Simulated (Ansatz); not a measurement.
# Is the response still linear at 0.4 V/Å? Co(0001), 6 layers

The dipole of a slab grows in proportion to a weak field along its normal. Does the weak-field slope carry to a strong field?

How it was computed: Ansatz 0.2.0, plane waves with PAW datasets (its set soft_2), LDA; atoms held at bulk places, 18 Å of vacuum, dipole correction, cell area 5.46 Å², spin-polarised, 24×24 k-points, smearing 0.1 eV. Without field the slab has no gap over 0.05 eV.

```
  run  field (V/Å)  dipole (e·Å)
run 1        −0.10      −0.04081
run 2        −0.05      −0.02040
run 3         0.00       0.00000
run 4         0.05       0.02040
run 5         0.10       0.04081
run 6         0.40             ?
```

Q: Estimate the withheld value from the rows shown.

A least-squares line through the 5 rows shown has slope 0.408080 and intercept 0.000000; no row lies more than 0.00001 e·Å off it. A perfect conductor with that slope would be 180.95 × 0.40808 / 5.46 = 13.52 Å thick. At 0.40 it gives 0.408080 × 0.40 + 0.000000 = 0.16323 e·Å, beyond the rows fitted. Rounding and scatter of the rows alone allow about ±0.00002 e·Å there.

The run itself gives 0.16331 e·Å: a miss of +0.00008 e·Å. That is under 1 % of the induced dipole, so the response is still linear.

**Limits.** Ions are held, so this is the electronic response. Of the series that stay linear within 1 %, this collection keeps about one in seven, and it keeps all that bend.

[Logs are printed without paths, hosts, clocks, repeated set-up lines and the standing remarks that a program may print on its own settings, such as how far it seeks lower states.]
